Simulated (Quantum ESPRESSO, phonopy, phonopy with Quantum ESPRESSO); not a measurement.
# Grüneisen parameters and expansion of NaF (Fm-3m), part 2 of 2

Which modes of NaF drive its thermal expansion?

Measurements to reproduce:
- volume expansion coefficient 95.1 1e-6/K and heat capacity C_P per formula unit 46.9 J/mol/K near room temperature (given in “High-Throughput Prediction of Finite-Temperature Properties using the Quasi-Harmonic Approximation”, 2016, arXiv:1603.06924)
- volume expansion coefficient 102.6 1e-6/K near room temperature (given in “Descriptors for thermal expansion in solids”, 2017, arXiv:1701.03966)

Quantum ESPRESSO 7.5; DFT PBEsol, scalar-relativistic, plane waves, GBRV ultrasoft pseudopotentials.

So far. Step 13 (Self-consistent run, V/V0 0.985): The run ends at a pressure of 0.77 GPa. Step 14 (Born charges and dielectric tensor): The Born charges sum to zero within 0.0032 e; the rest is removed before use. Acoustic frequencies in this log differ from zero by the error of the sum rule, which ph.x does not impose. This version of ph.x has a suspected fault in its gradient-corrected response, so the tensors carry some doubt.

### 15. Forces on a displaced cell

System of this step: NaF. The structure is orthorhombic, space group Imm2 (No. 44). The conventional cell has a = 6.536 Å, b = 9.244 Å, c = 6.536 Å, α = 90.00°, β = 90.00°, γ = 90.00°. Nearest to Na lie 6 F at 2.30 to 2.33 Å. Na has 6 F at 2.31 Å nearest. Nearest to Na lie 6 F at 2.31 Å. Nearest to F lie 6 Na at 2.31 Å. Farther neighbours and most contacts between anions are not listed.

disp-00001.in

```
&CONTROL
  calculation = 'scf'
  prefix      = 'x'
  outdir      = './tmp'
  pseudo_dir  = './pseudo'
  tprnfor     = .true.
  disk_io     = 'none'
/
&SYSTEM
  ibrav       = 0
  nat         = 16
  ntyp        = 2
  ecutwfc     = 45.0
  ecutrho     = 270.0
  occupations = 'fixed'
  nbnd        = 66
/
&ELECTRONS
  conv_thr         = 1.0d-11
  mixing_beta      = 0.7
  electron_maxstep = 100
/
ATOMIC_SPECIES
 Na     22.9898  Na.upf
 F      18.9984  F.upf
CELL_PARAMETERS angstrom
     0.000000000    4.621866291    4.621866291
     4.621866291    0.000000000    4.621866291
     4.621866291    4.621866291    0.000000000
ATOMIC_POSITIONS crystal
 Na     0.003059832   0.000000000   0.000000000
 Na     0.500000000   0.000000000   0.000000000
 Na     0.000000000   0.500000000   0.000000000
 Na     0.500000000   0.500000000   0.000000000
 Na     0.000000000   0.000000000   0.500000000
 Na     0.500000000   0.000000000   0.500000000
 Na     0.000000000   0.500000000   0.500000000
 Na     0.500000000   0.500000000   0.500000000
 F      0.250000000   0.250000000   0.250000000
 F      0.750000000   0.250000000   0.250000000
 F      0.250000000   0.750000000   0.250000000
 F      0.750000000   0.750000000   0.250000000
 F      0.250000000   0.250000000   0.750000000
 F      0.750000000   0.250000000   0.750000000
 F      0.250000000   0.750000000   0.750000000
 F      0.750000000   0.750000000   0.750000000
K_POINTS automatic
 3 3 3 0 0 0
```

Command:

```sh
$ OMP_NUM_THREADS=1 mpirun -n 4 pw.x -nk 4 -in disp-00001.in > disp-00001.out
```

Run time: 31 s. Hardware: 4 MPI ranks of Arm Neoverse V2, shared host.

### 16. Lattice dynamics at this volume, V/V0 0.985

This step: DFT PBEsol, scalar-relativistic, plane waves, GBRV ultrasoft pseudopotentials (phonopy with Quantum ESPRESSO 4.10.0 / 7.5).

Elapsed: 33 s, on 8 threads; 4.2 min of CPU time.

No mode is imaginary beyond numerical noise along the path. The highest zone-centre mode (no LO–TO term) moved by +3.7 % for a volume change of -1.5 %.

The time given is that of the 2 pw.x runs on displaced cells behind this step.

### 17. Self-consistent run, V/V0 1.03

This step: DFT PBEsol, scalar-relativistic, plane waves, GBRV ultrasoft pseudopotentials (Quantum ESPRESSO 7.5).

System of this step: NaF. The structure is cubic, space group Fm-3m (No. 225). Conventional cell: a = 4.691 Å, b = 4.691 Å, c = 4.691 Å, α = 90.00°, β = 90.00°, γ = 90.00°. Na has 6 F at 2.35 Å nearest. Nearest to F lie 6 Na at 2.35 Å. Farther neighbours and most contacts between anions are not listed.

scf.in

```
&CONTROL
  calculation = 'scf'
  prefix      = 'x'
  outdir      = './tmp'
  pseudo_dir  = './pseudo'
  tprnfor     = .true.
  tstress     = .true.
/
&SYSTEM
  ibrav       = 0
  nat         = 2
  ntyp        = 2
  ecutwfc     = 45.0
  ecutrho     = 270.0
  occupations = 'fixed'
  nbnd        = 10
/
&ELECTRONS
  conv_thr         = 1.0d-12
  mixing_beta      = 0.7
  electron_maxstep = 100
/
ATOMIC_SPECIES
 Na     22.9898  Na.upf
 F      18.9984  F.upf
CELL_PARAMETERS angstrom
     0.000000000    2.345602305    2.345602305
     2.345602305    0.000000000    2.345602305
     2.345602305    2.345602305    0.000000000
ATOMIC_POSITIONS crystal
 Na     0.000000000   0.000000000   0.000000000
 F      0.500000000   0.500000000   0.500000000
K_POINTS automatic
 8 8 8 0 0 0
```

Command:

```sh
$ OMP_NUM_THREADS=1 mpirun -n 8 pw.x -nk 8 -in scf.in > scf.out
```

Elapsed: 1.7 s, on 8 MPI ranks.

The run ends at a pressure of -1.34 GPa.

### 18. Born charges and dielectric tensor

ph.in

```
phonons
&INPUTPH
  prefix = 'x'
  outdir = './tmp'
  fildyn = 'x.dyn'
  tr2_ph = 1.0d-18
  epsil  = .true.
/
0.000000000 0.000000000 0.000000000
```

scf.in is that of step 17.

Command:

```sh
$ OMP_NUM_THREADS=1 mpirun -n 8 ph.x -nk 8 -in ph.in > ph.out
```

It took 16 s on 8 MPI ranks.

ε∞:

```
1.88 0.00 0.00
0.00 1.88 0.00
0.00 0.00 1.88
```

The Born charges sum to zero within 0.0031 e; the rest is removed before use. Acoustic frequencies in this log differ from zero by the error of the sum rule, which ph.x does not impose. This version of ph.x has a suspected fault in its gradient-corrected response, so the tensors carry some doubt.

### 19. A displaced supercell

System of this step: NaF. The structure is orthorhombic, space group Imm2 (No. 44). Conventional cell: a = 6.634 Å, b = 9.382 Å, c = 6.634 Å, α = 90.00°, β = 90.00°, γ = 90.00°. Na has 6 F at 2.33 to 2.36 Å nearest. Na has 6 F at 2.35 Å nearest. Nearest to Na lie 6 F at 2.35 Å. Nearest to F lie 6 Na at 2.35 Å. Farther neighbours and most contacts between anions are not listed.

Edit disp-00001.in of step 15 so:

```diff
@@ -26,7 +26,7 @@
 CELL_PARAMETERS angstrom
-     0.000000000    4.621866291    4.621866291
-     4.621866291    0.000000000    4.621866291
-     4.621866291    4.621866291    0.000000000
+     0.000000000    4.691204610    4.691204610
+     4.691204610    0.000000000    4.691204610
+     4.691204610    4.691204610    0.000000000
 ATOMIC_POSITIONS crystal
- Na     0.003059832   0.000000000   0.000000000
+ Na     0.003014606   0.000000000   0.000000000
  Na     0.500000000   0.000000000   0.000000000
```

Command:

```sh
$ OMP_NUM_THREADS=1 mpirun -n 4 pw.x -nk 4 -in disp-00001.in > disp-00001.out
```

Run time: 29 s. Hardware: 4 MPI ranks.

### 20. Lattice dynamics at this volume, V/V0 1.03

This step: DFT PBEsol, scalar-relativistic, plane waves, GBRV ultrasoft pseudopotentials (phonopy with Quantum ESPRESSO 4.10.0 / 7.5).

Run time: 30 s. Hardware: 8 threads.

Phonopy, LO-TO term from ph.x's tensors. Phonon branches along the path, in cm⁻¹:

| point | branch 1 | branch 2 | branch 3 | branch 4 | branch 5 | branch 6 |
| --- | --- | --- | --- | --- | --- | --- |
| Γ | 0 | 0 | 0 | 225 | 225 | 389 |
| halfway | 102 | 102 | 181 | 233 | 233 | 332 |
| X | 140 | 140 | 238 | 238 | 243 | 270 |
| halfway | 142 | 161 | 233 | 239 | 240 | 264 |
| U | 148 | 206 | 220 | 225 | 243 | 255 |
| jump to K | 148 | 206 | 220 | 225 | 243 | 254 |
| halfway | 122 | 129 | 182 | 197 | 236 | 343 |
| Γ | 0 | 0 | 0 | 225 | 225 | 389 |
| halfway | 101 | 101 | 162 | 213 | 213 | 365 |
| L | 164 | 164 | 184 | 184 | 287 | 292 |
| halfway | 164 | 175 | 209 | 218 | 260 | 269 |
| W | 194 | 202 | 202 | 212 | 249 | 249 |
| halfway | 160 | 162 | 230 | 235 | 241 | 260 |
| X | 140 | 140 | 238 | 238 | 243 | 270 |

No mode is imaginary beyond numerical noise along the path. The highest zone-centre mode (no LO–TO term) moved by -7.2 % for a volume change of +3.0 %.

The time given is that of the 2 pw.x runs on displaced cells behind this step.

### 21. Ground state at this cell, V/V0 0.97

This step: DFT PBEsol, scalar-relativistic, plane waves, GBRV ultrasoft pseudopotentials (Quantum ESPRESSO 7.5).

System of this step: NaF. Symmetry: Fm-3m, No. 225, cubic system. The conventional cell has a = 4.598 Å, b = 4.598 Å, c = 4.598 Å, α = 90.00°, β = 90.00°, γ = 90.00°. Nearest to Na lie 6 F at 2.30 Å. F has 6 Na at 2.30 Å nearest. Farther neighbours and most contacts between anions are not listed.

Edit scf.in of step 18 so:

```diff
@@ -26,5 +26,5 @@
 CELL_PARAMETERS angstrom
-     0.000000000    2.345602305    2.345602305
-     2.345602305    0.000000000    2.345602305
-     2.345602305    2.345602305    0.000000000
+     0.000000000    2.299142465    2.299142465
+     2.299142465    0.000000000    2.299142465
+     2.299142465    2.299142465    0.000000000
 ATOMIC_POSITIONS crystal
```

Command:

```sh
$ OMP_NUM_THREADS=1 mpirun -n 8 pw.x -nk 8 -in scf.in > scf.out
```

Run time: 1.7 s. Hardware: 8 MPI ranks.

The run ends at a pressure of 1.60 GPa.

### 22. Zone-centre response

ph.in is that of step 18.

scf.in is that of step 21.

Command:

```sh
$ OMP_NUM_THREADS=1 mpirun -n 8 ph.x -nk 8 -in ph.in > ph.out
```

The job ended after 16 s (8 MPI ranks).

ε∞:

```
1.90 0.00 0.00
0.00 1.90 0.00
0.00 0.00 1.90
```

The Born charges sum to zero within 0.0033 e; the rest is removed before use. Acoustic frequencies in this log differ from zero by the error of the sum rule, which ph.x does not impose. This version of ph.x has a suspected fault in its gradient-corrected response, so the tensors carry some doubt.

### 23. Forces on a displaced cell

System of this step: NaF. The structure is orthorhombic, space group Imm2 (No. 44). Conventional cell: a = 6.503 Å, b = 9.197 Å, c = 6.503 Å, α = 90.00°, β = 90.00°, γ = 90.00°. Na has 6 F at 2.29 to 2.31 Å nearest. Nearest to Na lie 6 F at 2.30 Å. Na has 6 F at 2.30 Å nearest. Nearest to F lie 6 Na at 2.30 Å. Farther neighbours and most contacts between anions are not listed.

Edit disp-00001.in of step 19 so:

```diff
@@ -26,7 +26,7 @@
 CELL_PARAMETERS angstrom
-     0.000000000    4.691204610    4.691204610
-     4.691204610    0.000000000    4.691204610
-     4.691204610    4.691204610    0.000000000
+     0.000000000    4.598284930    4.598284930
+     4.598284930    0.000000000    4.598284930
+     4.598284930    4.598284930    0.000000000
 ATOMIC_POSITIONS crystal
- Na     0.003014606   0.000000000   0.000000000
+ Na     0.003075524   0.000000000   0.000000000
  Na     0.500000000   0.000000000   0.000000000
```

Command:

```sh
$ OMP_NUM_THREADS=1 mpirun -n 4 pw.x -nk 4 -in disp-00001.in > disp-00001.out
```

The job ended after 30 s (4 MPI ranks; 2 min of CPU time).

### 24. Phonons, V/V0 0.97

This step: DFT PBEsol, scalar-relativistic, plane waves, GBRV ultrasoft pseudopotentials (phonopy with Quantum ESPRESSO 4.10.0 / 7.5).

Elapsed: 34 s, on 8 threads.

No mode is imaginary beyond numerical noise along the path. The highest zone-centre mode (no LO–TO term) moved by +7.5 % for a volume change of -3.0 %.

The time given is that of the 2 pw.x runs on displaced cells behind this step.

### 25. Self-consistent run, V/V0 1.05

This step: DFT PBEsol, scalar-relativistic, plane waves, GBRV ultrasoft pseudopotentials (Quantum ESPRESSO 7.5).

System of this step: NaF. Symmetry: Fm-3m, No. 225, cubic system. Conventional cell: a = 4.721 Å, b = 4.721 Å, c = 4.721 Å, α = 90.00°, β = 90.00°, γ = 90.00°. Nearest to Na lie 6 F at 2.36 Å. Nearest to F lie 6 Na at 2.36 Å. Farther neighbours and most contacts between anions are not listed.

Edit scf.in of step 22 so:

```diff
@@ -26,5 +26,5 @@
 CELL_PARAMETERS angstrom
-     0.000000000    2.299142465    2.299142465
-     2.299142465    0.000000000    2.299142465
-     2.299142465    2.299142465    0.000000000
+     0.000000000    2.360686979    2.360686979
+     2.360686979    0.000000000    2.360686979
+     2.360686979    2.360686979    0.000000000
 ATOMIC_POSITIONS crystal
```

Command:

```sh
$ OMP_NUM_THREADS=1 mpirun -n 8 pw.x -nk 8 -in scf.in > scf.out
```

Run time: 1.6 s. Hardware: 8 MPI ranks; 12 s of CPU time.

The run ends at a pressure of -2.12 GPa.

### 26. Zone-centre response

ph.in is that of step 22.

scf.in is that of step 25.

Command:

```sh
$ OMP_NUM_THREADS=1 mpirun -n 8 ph.x -nk 8 -in ph.in > ph.out
```

Elapsed: 16 s, on 8 MPI ranks; 2.1 min of CPU time.

ε∞:

```
1.88 0.00 0.00
0.00 1.88 0.00
0.00 0.00 1.88
```

The Born charges sum to zero within 0.0031 e; the rest is removed before use. Acoustic frequencies in this log differ from zero by the error of the sum rule, which ph.x does not impose. This version of ph.x has a suspected fault in its gradient-corrected response, so the tensors carry some doubt.

### 27. A displaced supercell

System of this step: NaF. The structure is orthorhombic, space group Imm2 (No. 44). Conventional cell: a = 6.677 Å, b = 9.443 Å, c = 6.677 Å, α = 90.00°, β = 90.00°, γ = 90.00°. Nearest to Na lie 6 F at 2.35 to 2.37 Å. Nearest to Na lie 6 F at 2.36 Å. Na has 6 F at 2.36 Å nearest. Nearest to F lie 6 Na at 2.36 Å. Farther neighbours and most contacts between anions are not listed.

Edit disp-00001.in of step 23 so:

```diff
@@ -26,7 +26,7 @@
 CELL_PARAMETERS angstrom
-     0.000000000    4.598284930    4.598284930
-     4.598284930    0.000000000    4.598284930
-     4.598284930    4.598284930    0.000000000
+     0.000000000    4.721373958    4.721373958
+     4.721373958    0.000000000    4.721373958
+     4.721373958    4.721373958    0.000000000
 ATOMIC_POSITIONS crystal
- Na     0.003075524   0.000000000   0.000000000
+ Na     0.002995343   0.000000000   0.000000000
  Na     0.500000000   0.000000000   0.000000000
```

Command:

```sh
$ OMP_NUM_THREADS=1 mpirun -n 4 pw.x -nk 4 -in disp-00001.in > disp-00001.out
```

Elapsed: 31 s, on 4 MPI ranks.

### 28. Lattice dynamics at this volume, V/V0 1.05

This step: DFT PBEsol, scalar-relativistic, plane waves, GBRV ultrasoft pseudopotentials (phonopy with Quantum ESPRESSO 4.10.0 / 7.5).

Elapsed: 31 s, on 8 threads; 4.1 min of CPU time.

No mode is imaginary beyond numerical noise along the path. The highest zone-centre mode (no LO–TO term) moved by -11.8 % for a volume change of +5.0 %.

The time given is that of the 2 pw.x runs on displaced cells behind this step.

### 29. How the modes move with volume

This step: DFT PBEsol, scalar-relativistic, plane waves, GBRV ultrasoft pseudopotentials (phonopy 4.10.0).

This step gave:

```yaml
share_of_modes_with_a_negative_grueneisen_parameter: 0.021
```

Mean Grüneisen, by row:

| T (K) | heat-capacity-weighted mean | root mean square |
| --- | --- | --- |
| 50 | 1.231 | 1.473 |
| 100 | 1.479 | 1.663 |
| 200 | 1.546 | 1.708 |
| 300 | 1.556 | 1.714 |
| 500 | 1.56 | 1.716 |
| 800 | 1.562 | 1.717 |

Mean mode Grueneisen parameter against wavenumber:

| wavenumber (cm⁻¹) | mean mode Grueneisen parameter |
| --- | --- |
| 7 | - |
| 20 | - |
| 47 | 1.17 |
| 60 | 0.13 |
| 87 | 1.04 |
| 100 | 0.809 |
| 114 | 0.89 |
| 140 | 0.798 |
| 154 | 1.08 |
| 167 | 1.41 |
| 194 | 1.44 |
| 207 | 1.74 |
| 234 | 1.94 |
| 247 | 2.14 |
| 260 | 2.21 |
| 287 | 1.17 |
| 300 | 1.06 |
| 314 | 1.03 |
| 341 | 1.01 |
| 354 | 1.01 |
| 381 | 1.04 |
| 394 | 1.06 |

Volume series, by row:

| V/V0 | V (Å³/atom) | pressure (GPa) | E - E0 (meV/atom) | gap (eV) | zero-point energy (meV/atom) | lowest on the path (cm⁻¹) | highest at Gamma without the LO-TO term (cm⁻¹) |
| --- | --- | --- | --- | --- | --- | --- | --- |
| 0.97 | 12.15 | 1.596 | 1.962 | 6.276 | 42.73 | 0 | 260.9 |
| 0.985 | 12.34 | 0.765 | 0.513 | 6.196 | 41.7 | 0 | 251.6 |
| 1 | 12.53 | 0.001 | 0 | 6.118 | 40.7 | 0 | 242.6 |
| 1.015 | 12.72 | -0.701 | 0.335 | 6.043 | 39.73 | 0 | 233.8 |
| 1.03 | 12.91 | -1.344 | 1.466 | 5.971 | 38.78 | 0 | 225.3 |
| 1.05 | 13.16 | -2.123 | 4.098 | 5.878 | 37.55 | 0 | 214.1 |

The optical frequency at Gamma without the LO-TO term, mode 4 by V/V0:

| V/V0 | optical frequency at Gamma without the LO-TO term, mode 4 (cm⁻¹) |
| --- | --- |
| 0.9700 | 261 |
| 0.9850 | 252 |
| 1.0000 | 243 |
| 1.0150 | 234 |
| 1.0300 | 225 |
| 1.0500 | 214 |

Grüneisen at points, by row:

| point | branch | frequency (cm⁻¹) | mode Grüneisen parameter |
| --- | --- | --- | --- |
| Γ | 4 | 242.6 | 2.45 |
| Γ | 6 | 401.7 | 1.07 |
| X | 1 | 139.9 | -0.09 |
| X | 3 | 252.5 | 0.89 |
| X | 4 | 256.6 | 2.5 |
| X | 6 | 281.2 | 1.78 |
| U | 1 | 151.6 | 0.85 |
| U | 2 | 210.4 | 0.66 |
| U | 3 | 227.4 | 0.28 |
| U | 4 | 237.5 | 2.48 |
| U | 5 | 259.5 | 2.15 |
| U | 6 | 272.3 | 2.32 |
| K | 1 | 151.6 | 0.85 |
| K | 2 | 210.4 | 0.66 |
| K | 3 | 227.4 | 0.28 |
| K | 4 | 237.5 | 2.48 |
| K | 5 | 259.5 | 2.15 |
| K | 6 | 272.3 | 2.32 |
| L | 1 | 174.9 | 2.23 |
| L | 3 | 196.4 | 2.18 |
| L | 5 | 296.1 | 1.08 |
| L | 6 | 301.5 | 1.15 |
| W | 1 | 203.6 | 0.14 |
| W | 3 | 204.2 | 1.79 |
| W | 4 | 223.3 | 1.78 |
| W | 5 | 267.6 | 2.42 |

### 30. Free-energy fit

Energy (each curve on its own zero) against volume; values in meV/atom:

| volume (Å³/atom) | static | F at 0 K | F at 300 K | F at 900 K |
| --- | --- | --- | --- | --- |
| 12.153 | 1.96 | 4.49 | 7.08 | 16.1 |
| 12.341 | 0.51 | 2.02 | 3.63 | 9.13 |
| 12.529 | 0 | 0.5 | 1.11 | 3.12 |
| 12.717 | 0.34 | -0.13 | -0.55 | -2.07 |
| 12.905 | 1.47 | 0.05 | -1.42 | -6.49 |
| 13.156 | 4.1 | 1.45 | -1.48 | -11.4 |

Phonopy-qha, vinet fit of F(V) at each temperature; no electronic free energy. Qha vinet, by row:

| T (K) | fitted volume (Å³/atom) | alpha_V (1e-6/K) | B_T (GPa) | C_P (J/mol-atom/K) | Grueneisen |
| --- | --- | --- | --- | --- | --- |
| 75 | 12.78 | 34.34 | 45.74 | 8.052 | 1.476 |
| 100 | 12.79 | 54.62 | 45.29 | 12.44 | 1.53 |
| 125 | 12.81 | 70.92 | 44.73 | 15.77 | 1.568 |
| 150 | 12.84 | 83.31 | 44.11 | 18.18 | 1.592 |
| 175 | 12.87 | 92.85 | 43.45 | 19.93 | 1.609 |
| 200 | 12.9 | 100.5 | 42.76 | 21.25 | 1.622 |
| 225 | 12.93 | 106.8 | 42.05 | 22.27 | 1.633 |
| 250 | 12.97 | 112.3 | 41.31 | 23.08 | 1.644 |
| 275 | 13 | 117.3 | 40.55 | 23.75 | 1.654 |

Volume expansion coefficient, phonopy-qha, Vinet against temperature:

| temperature (K) | volume expansion coefficient, phonopy-qha, Vinet (1e-6/K) |
| --- | --- |
| 75.0 | 34.3 |
| 100.0 | 54.6 |
| 125.0 | 70.9 |
| 150.0 | 83.3 |
| 175.0 | 92.8 |
| 200.0 | 100 |
| 225.0 | 107 |
| 250.0 | 112 |
| 275.0 | 117 |

### 31. Results

```yaml
mean_mode_grueneisen_parameter_at_300_k: 1.56
```

**Reading.** The q-mesh is coarse, and the expansion can converge slowly with it. The table stops at 275 K because beyond it the fitted volume comes within 1 % of the largest computed cell, where the fit loses its support. The heat-capacity-weighted Grüneisen parameter goes from 1.23 at 50 K to 1.56 at 800 K; 2 % of the modes stiffen on expansion. Weighting γ by the density of states and each mode's heat capacity at 300 K, modes below 130 cm⁻¹ give about 5 % of the sum of γC that drives the expansion, those up to 270 cm⁻¹ 83 % and the rest 13 %. Among the labelled points γ is largest for branch 4 at X (257 cm⁻¹, 2.5) and most negative for branch 1 at X (140 cm⁻¹, -0.09). The supercell is small: only its own wavevectors are exact, and branches between them are interpolated and can be misplaced.

[Logs are printed without paths, hosts, clocks, repeated set-up lines and the standing remarks that a program may print on its own settings, such as how far it seeks lower states.]

[Hosts, paths, dates, database ids (printed as entryN), source tags and the programs' standing remarks are cut or masked in the printed files.]

[A step with changed settings may run another functional than the one named; its input shows which.]

[Of the runs on displaced cells, only some may be shown.]
